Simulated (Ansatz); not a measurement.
# What MgSi (P4/mmm) distorts into

Which phase does MgSi (P4/mmm) fall into along its unstable mode, and how much energy does it gain?

Main program and level: Ansatz 0.2.0; DFT PBEsol, scalar-relativistic, plane waves, norm-conserving pseudopotentials.

Report form: the programs' logs are mostly left out.

## 1. The starting structure

Symmetry: P4/mmm, No. 123, tetragonal system. Conventional cell: a = 2.938 Å, b = 2.938 Å, c = 3.958 Å, α = 90.00°, β = 90.00°, γ = 90.00°. Nearest to Mg lie 8 Si at 2.87 Å and 4 Mg at 2.94 Å. Si has 8 Mg at 2.87 Å and 4 Si at 2.94 Å nearest. Farther neighbours are not listed.

Coordinates:

```cif
data_structure
_symmetry_space_group_name_H-M 'P4/mmm'
_symmetry_Int_Tables_number 123
_cell_length_a 2.9379
_cell_length_b 2.9379
_cell_length_c 3.9577
_cell_angle_alpha 90.000
_cell_angle_beta 90.000
_cell_angle_gamma 90.000
_cell_volume 34.16
loop_
_atom_site_label
_atom_site_type_symbol
_atom_site_symmetry_multiplicity
_atom_site_Wyckoff_symbol
_atom_site_fract_x
_atom_site_fract_y
_atom_site_fract_z
_atom_site_occupancy
Mg1 Mg 1 a 0.00000 0.00000 0.00000 1
Si1 Si 1 d 0.50000 0.50000 0.50000 1
```

## 2. Response at finite wavevector

The cell comes from relaxations at this level that are not shown. Stability and thermal properties need the whole zone. Linear response on a 2×2×2 q mesh gives force constants as far as a supercell of that size would.

Input file input.yaml:

```yaml
crystal:
  lattice:
    - [2.9379161965, 0.0, 0.0]
    - [0.0, 2.9379161965, 0.0]
    - [0.0, 0.0, 3.9576587989]
  atoms:
    - { symbol: Mg, position: [0.0, 0.0, 0.0] }
    - { symbol: Si, position: [0.5, 0.5, 0.5] }
kpoints:
  mp_grid: { grid: [16, 16, 12] }
hamiltonian:
  xc: pbesol
  pseudopotentials: { kind: nc }
scf:
  occupations: { method: methfessel_paxton, width: 0.15 }
output:
  eigenvalues: true
phonons:
  method: dfpt
  qmesh: [2, 2, 2]
  temperatures: { t_max: 1000, t_step: 50 }
  qpath:
    path:
      - [[0.0, 0.0, 0.0], [0.0, 0.5, 0.0], [0.5, 0.5, 0.0], [0.0, 0.0, 0.0], [0.0, 0.0, 0.5], [0.0, 0.5, 0.5], [0.5, 0.5, 0.5], [0.0, 0.0, 0.5]]
      - [[0.0, 0.5, 0.0], [0.0, 0.5, 0.5]]
      - [[0.5, 0.5, 0.0], [0.5, 0.5, 0.5]]
    npoints: 10
```

Launch:

```sh
> ansatz run input.yaml --threads 4 --pin off --max-ram 7168MiB --backend cpu --events-out ev --progress --plain --runs-dir out
```

Run time: 3.7 min. Hardware: 4 threads of Arm Neoverse V2, shared host; peak memory 2 GiB; 14 min of CPU time.

Numbers from this step:

* volume per atom: 17.08 Å³
* gap on the k-mesh: 0 eV
* sum-rule residual before enforcement: 0.008976 eV/Å²
* lowest frequency on the path: -150.9 cm⁻¹
* point group: 4/mmm
* highest frequency on the path or at a solved wavevector: 333.6 cm⁻¹
* highest optical mode at the zone centre (no LO-TO term): 298.3 cm⁻¹
* lowest optical zone-centre mode: 205.2 cm⁻¹
* lowest mode on the q mesh (acoustic modes at Γ apart): -150.9 cm⁻¹

Frequencies (cm⁻¹) solved at each irreducible wavevector; negative means imaginary. Frequencies by wavevector, by row:

| q in reciprocal lattice units | star | mode 1 | mode 2 | mode 3 | mode 4 | mode 5 | mode 6 |
| --- | --- | --- | --- | --- | --- | --- | --- |
| 0 0 0 | 1 | 0 | 0 | 0 | 205.2 | 205.2 | 298.3 |
| 0 0 -0.5 | 1 | 112.6 | 112.6 | 141.2 | 141.2 | 223.5 | 233.8 |
| 0 -0.5 0 | 2 | 121.9 | 123.1 | 185.8 | 203.4 | 203.5 | 314.5 |
| 0 -0.5 -0.5 | 2 | -133.3 | 127.3 | 148.6 | 208.5 | 265.7 | 333.6 |
| -0.5 -0.5 0 | 1 | -72.5 | -72.5 | 195.9 | 222.4 | 305.5 | 305.5 |
| -0.5 -0.5 -0.5 | 1 | -150.9 | -150.9 | 192.8 | 263.3 | 292.9 | 292.9 |

Interpolated from a 2×2×2 q mesh, rough between the solved points. Phonon branches along the path, in cm⁻¹:

| point | branch 1 | branch 2 | branch 3 | branch 4 | branch 5 | branch 6 |
| --- | --- | --- | --- | --- | --- | --- |
| Γ | 0 | 0 | 0 | 205 | 205 | 298 |
| halfway | 86 | 107 | 113 | 196 | 256 | 273 |
| X | 122 | 123 | 186 | 203 | 204 | 314 |
| halfway | 36 | 118 | 200 | 213 | 240 | 311 |
| M | -72 | -72 | 196 | 222 | 306 | 306 |
| halfway | 78 | 134 | 144 | 236 | 255 | 260 |
| Γ | 0 | 0 | 0 | 205 | 205 | 298 |
| halfway | 60 | 60 | 130 | 184 | 184 | 282 |
| Z | 113 | 113 | 141 | 141 | 224 | 234 |
| halfway | -71 | 132 | 134 | 189 | 251 | 281 |
| R | -133 | 127 | 149 | 208 | 266 | 334 |
| halfway | -143 | -18 | 226 | 230 | 232 | 319 |
| A | -151 | -151 | 193 | 263 | 293 | 293 |
| halfway | -101 | 74 | 190 | 231 | 243 | 283 |
| Z | 113 | 113 | 141 | 141 | 224 | 234 |
| jump to X | 122 | 123 | 186 | 203 | 204 | 314 |
| halfway | -72 | 125 | 168 | 208 | 245 | 323 |
| R | -133 | 127 | 149 | 208 | 266 | 334 |
| jump to M | -72 | -72 | 196 | 222 | 306 | 306 |
| halfway | -117 | -117 | 194 | 244 | 299 | 299 |
| A | -151 | -151 | 193 | 263 | 293 | 293 |

Symmetry leaves 6 wavevectors to solve. The lowest mode among them, the acoustic zeros apart, lies at q = (-0.5, -0.5, -0.5) and is imaginary, 150.9i cm⁻¹, so the energy falls along it.

## 3. The mode frozen in, largest atomic shift 0 Å

The mode followed lies at q = (-0.5, -0.5, -0.5) with frequency 150.9i cm⁻¹ and is 2-fold degenerate, the softest among the wavevectors solved. At small amplitude the distorted cell has space group no. 12 by a symmetry search on the positions. The undistorted cell that holds it gives the zero of energy on the same k mesh.

System of this step: MgSi. Symmetry: P4/mmm, No. 123, tetragonal system. Conventional cell: a = 2.938 Å, b = 2.938 Å, c = 3.958 Å, α = 90.00°, β = 90.00°, γ = 90.00°. Nearest to Mg lie 8 Si at 2.87 Å and 4 Mg at 2.94 Å. Nearest to Si lie 8 Mg at 2.87 Å and 4 Si at 2.94 Å. Farther neighbours are not listed.

input.yaml, the sections that differ from step 2:

```yaml
crystal:
  lattice:
    - [-2.9379161965, -2.9379161965, 0.0]
    - [-2.9379161965, 2.9379161965, 0.0]
    - [-2.9379161965, 0.0, -3.9576587989]
  atoms:
    - { symbol: Mg, position: [1.0, 0.0, 0.0] }
    - { symbol: Mg, position: [0.5, 0.5, 0.0] }
    - { symbol: Si, position: [0.25, 0.75, 0.5] }
    - { symbol: Si, position: [0.75, 0.25, 0.5] }
kpoints:
  mp_grid: { grid: [10, 10, 10] }
output:
  forces: true
  stress: true
  eigenvalues: true
# hamiltonian, scf: as in step 2
# phonons: removed
```

It took 4.8 s on 4 threads; peak memory 0.7 GiB.

Numbers from this step:

```
pressure                         : -0.04493 GPa
energy from the undistorted cell : 0 meV/atom
```

The run ends at a pressure of -0.04 GPa.

## 4. The mode frozen in, largest atomic shift 0.08 Å

The atoms are moved along the unstable eigenvector, the largest shift by 0.08 Å, with the cell fixed.

input.yaml, the sections that differ from step 3:

```yaml
crystal:
  lattice:
    - [-2.9379161965, -2.9379161965, 0.0]
    - [-2.9379161965, 2.9379161965, 0.0]
    - [-2.9379161965, 0.0, -3.9576587989]
  atoms:
    - { symbol: Mg, position: [1.0, 0.0, 0.0] }
    - { symbol: Mg, position: [0.5, 0.5, 0.0] }
    - { symbol: Si, position: [0.2343416884, 0.7612053001, 0.5] }
    - { symbol: Si, position: [0.7656583116, 0.2387946999, 0.5] }
# kpoints, hamiltonian, scf, output: as in step 3
```

Run time: 13 s. Hardware: 4 threads; peak memory 1.2 GiB.

Numbers from this step:

```yaml
pressure: 0.1935 GPa
energy_from_the_undistorted_cell: -0.572 meV/atom
```

The energy, extrapolated to zero smearing, is -0.57 meV/atom against the undistorted cell.

The run ends at a pressure of 0.19 GPa, with forces up to 0.013 eV/Å.

## 5. Energy along the mode, all amplitudes (two of the runs are shown above)

An imaginary frequency means negative curvature, so the energy should fall and then rise again as anharmonic terms take over.

This step gave:

```
depth at the lowest point sampled  : 0.572 meV/atom
largest atomic shift at that point : 0.08 Å
```

Table of energy from the parent by largest atomic shift:

| largest atomic shift (Å) | energy from the parent (meV/atom) |
| --- | --- |
| 0.0000 | 0 |
| 0.0400 | -0.214 |
| 0.0800 | -0.572 |
| 0.1400 | 0.305 |
| 0.2200 | 11.2 |

Displacement at unit largest shift by atom:

| atom | x (Å) | y (Å) | z (Å) | size |
| --- | --- | --- | --- | --- |
| Mg1 | 0.00 | 0.00 | 0.00 | 0.00 |
| Mg2 | 0.00 | 0.00 | 0.00 | 0.00 |
| Si3 | 0.16 | 0.99 | 0.00 | 1.00 |
| Si4 | -0.16 | -0.99 | 0.00 | 1.00 |

The lowest of the steps tried is at 0.08 Å, 0.572 meV/atom below the parent; the bottom of the well need not coincide with a step.

## 6. Relaxation from the frozen mode

Starting from the lowest point found, all atoms and the cell are let go, so that strain and other modes of the same symmetry can join in.

input.yaml: that of step 4 with these lines changed.

```diff
@@ -21 +21,6 @@
   eigenvalues: true
+relax:
+  adjacent_minimum: "off"
+  f_tol: 0.002
+  max_steps: 120
+  cell: { stress_tol: 0.03 }
```

The job ended after 3.9 min (4 threads; peak memory 1.3 GiB).

Relaxation path:

| step | energy less that of the first step (eV) | largest force component (eV/Å) | pressure (GPa) | volume (Å³) |
| --- | --- | --- | --- | --- |
| 1 | 0.0000 | 0.0118 | 0.19 | 68.32 |
| 2 | -0.0014 | 0.0483 | -0.11 | 68.56 |
| 3 | -0.0023 | 0.0482 | -0.07 | 68.55 |
| 4 | -0.0034 | 0.0458 | -0.06 | 68.60 |
| 5 | 0.1104 | 0.9795 | 1.44 | 69.42 |
| 6 | -0.0054 | 0.0112 | 0.06 | 68.71 |
| 7 | -0.0026 | 0.1254 | 0.27 | 68.98 |
| 8 | -0.0062 | 0.0113 | 0.06 | 68.85 |
| 9 | -0.0054 | 0.0501 | 0.23 | 69.09 |
| 10 | -0.0070 | 0.0115 | -0.02 | 69.07 |
| 11 | -0.0072 | 0.0179 | 0.07 | 69.14 |
| 12 | -0.0074 | 0.0024 | -0.01 | 69.11 |
| 13 | -0.0074 | 0.0041 | 0.02 | 69.10 |
| 14 | -0.0074 | 0.0004 | 0.00 | 69.11 |
| 15* | -0.0076 | 0.0004 | 0.02 | 69.11 |

Relaxation steps marked * repeat the geometry before them on a plane-wave basis chosen anew for their cell, so energy and pressure can jump there. Relaxation steps 5, 7, 9, 13 were tried and not accepted.

Forces are held to the 4 operations that the run works with; a distortion that breaks them can't arise in this run.

| cell as run | before | after | change |
| --- | --- | --- | --- |
| a (Å) | 4.155 | 4.211 | +1.4 % |
| b (Å) | 4.155 | 4.084 | -1.7 % |
| c (Å) | 4.929 | 4.975 | +0.9 % |
| α (°) | 65.07 | 65.76 | +1.1 % |
| β (°) | 65.07 | 64.96 | -0.2 % |
| volume (Å³/atom) | 17.08 | 17.28 | +1.2 % |

The atoms that moved most (Å, as changes of fractional coordinates times the final cell):

| atom | dx | dy | dz | length |
| --- | --- | --- | --- | --- |
| Si4 | -0.100 | -0.036 | 0.000 | 0.106 |
| Si3 | 0.100 | 0.036 | 0.000 | 0.106 |

The relaxed structure:

```xyz
4
Lattice="-2.9779 -2.9777 0.0000 -2.8881 2.8879 0.0000 -2.9330 -0.0449 -4.0181" Properties=species:S:1:pos:R:3 pbc="T T T"
Mg   -2.9779   -2.9777    0.0000
Mg   -2.9330   -0.0449    0.0000
Si   -4.2625    1.5139   -2.0090
Si   -4.5364   -1.6486   -2.0090
```

Numbers from this step:

| Quantity | Value |
| --- | --- |
| pressure | 0.01614 GPa |
| volume per atom | 17.28 Å³ |

The distorted start has space group C2/m; the relaxation ends in Imma.

## 7. The new phase in its own primitive cell

The relaxed structure is symmetrised, reduced to its primitive cell and relaxed tightly, as its phonons need.

input.yaml, the sections that differ from step 6:

```yaml
crystal:
  lattice:
    - [-2.0421076322, 4.0180713427, 2.105634204]
    - [2.0421076322, -4.0180713427, 2.105634204]
    - [2.0421076322, 4.0180713427, -2.105634204]
  atoms:
    - { symbol: Mg, position: [0.0, 0.0, 0.0] }
    - { symbol: Mg, position: [0.5, 0.0, 0.5] }
    - { symbol: Si, position: [0.2114940817, 0.4614940817, 0.75] }
    - { symbol: Si, position: [0.7885059183, 0.5385059183, 0.25] }
kpoints:
  mp_grid: { grid: [14, 14, 14] }
relax:
  adjacent_minimum: "off"
  f_tol: 0.001
  max_steps: 60
  cell: { stress_tol: 0.01 }
# hamiltonian, scf, output: as in step 6
```

It took 2.7 min on 4 threads; peak memory 1.8 GiB; 11 min of CPU time.

Step by step:

| step | energy less that of the first step (eV) | largest force component (eV/Å) | pressure (GPa) | volume (Å³) |
| --- | --- | --- | --- | --- |
| 1 | 0.0000 | 0.0284 | 0.04 | 69.11 |
| 2 | -0.0002 | 0.0068 | 0.01 | 69.06 |
| 3 | -0.0002 | 0.0023 | 0.00 | 69.07 |
| 4 | -0.0003 | 0.0016 | -0.01 | 69.04 |
| 5 | -0.0003 | 0.0008 | 0.00 | 69.03 |
| 6 | -0.0003 | 0.0001 | 0.00 | 69.03 |
| 7* | -0.0003 | 0.0001 | 0.00 | 69.03 |

Relaxation steps marked * repeat the geometry before them on a plane-wave basis chosen anew for their cell, so energy and pressure can jump there.

Forces are held to the 8 operations that the run works with; a distortion that breaks them can't arise in this run.

| conventional cell, symmetrised | before | after | change |
| --- | --- | --- | --- |
| a (Å) | 4.084 | 4.087 | +0.1 % |
| b (Å) | 8.036 | 8.036 | +0.0 % |
| c (Å) | 4.211 | 4.203 | -0.2 % |
| volume (Å³/atom) | 17.28 | 17.26 | -0.1 % |

The atoms that moved most (Å, as changes of fractional coordinates times the final cell):

| atom | dx | dy | dz | length |
| --- | --- | --- | --- | --- |
| Si3 | 0.000 | 0.000 | 0.010 | 0.010 |
| Si4 | 0.000 | 0.000 | -0.010 | 0.010 |

This step gave:

```yaml
pressure: -0.002328 GPa
volume_per_atom: 17.26 Å³
```

The largest force component left is 0.10 meV/Å and the pressure is -0.002 GPa, within the tolerances set. The cell now holds 17.26 Å³/atom.

## 8. Modes of the new phase, k-mesh 14×14×14

A relaxed structure may still be a saddle point, so its zone-centre modes are computed. No field response is asked, since the mesh shows no gap.

input.yaml, the sections that differ from step 7:

```yaml
crystal:
  lattice:
    - [-2.0435675545, 4.0181564862, 2.1015293888]
    - [2.0435675545, -4.0181564862, 2.1015293888]
    - [2.0435675545, 4.0181564862, -2.1015293888]
  atoms:
    - { symbol: Mg, position: [0.0, 0.0, 0.0] }
    - { symbol: Mg, position: [0.5, 0.0, 0.5] }
    - { symbol: Si, position: [0.2139534582, 0.4639534582, 0.75] }
    - { symbol: Si, position: [0.7860465418, 0.5360465418, 0.25] }
output:
  eigenvalues: true
phonons:
  method: dfpt
# kpoints, hamiltonian, scf: as in step 7
# relax: removed
```

The job ended after 5.9 min (4 threads; peak memory 4.4 GiB).

The run was cut off at the time limit after its SCF cycle had converged; no result of it is taken.

The program's message: “Warning: RAYON_NUM_THREADS=4 ignor”

## 9. Summary of results

| Item | Value |
| --- | --- |
| unstable mode of the parent | q = (-0.5, -0.5, -0.5), 151i cm⁻¹ |
| depth at the lowest point sampled | 0.572 meV/atom |
| largest atomic shift at that point | 0.08 Å |
| space group reached (within 0.01 Å) | Imma |
| energy gained over the parent (first relaxation, on the mesh of the frozen mode) | 2.48 meV/atom |
| volume per atom, phase reached | 17.3 Å³ |

What this shows: Along this mode the structure falls into Imma, 2.48 meV/atom below the parent. At the parent's cell the well is 0.572 meV/atom deep on the steps tried, with its lowest point at a shift of 0.08 Å. Relaxing atoms and cell changes the gain by +1.91 meV/atom against the lowest step (energies at zero smearing). Most of the total comes from this relaxation. The modes of the phase reached were not computed on this path. How so shallow a well moves with the k mesh was not tested. Of the 4 patterns followed to their end from this parent, this one ends 29.9 meV/atom above the lowest, Cmmm. Another end point lies within 1 meV/atom; how such a difference moves with mesh and cutoff was not tested. Each path keeps the symmetry of its pattern, so a lower phase may lie along a pattern not tried. The q mesh stands for a supercell only 5.9 Å across, so branches between the solved wavevectors are rough. With no gap, or one that is small against the smearing, the frequencies hang on the k mesh and the smearing, most of all near Kohn anomalies.

[Logs are printed without paths, hosts, clocks, repeated set-up lines and the standing remarks that a program may print on its own settings, such as how far it seeks lower states.]

[Hosts, paths, dates, database ids (printed as entryN), source tags and the programs' standing remarks are cut or masked in the printed files.]
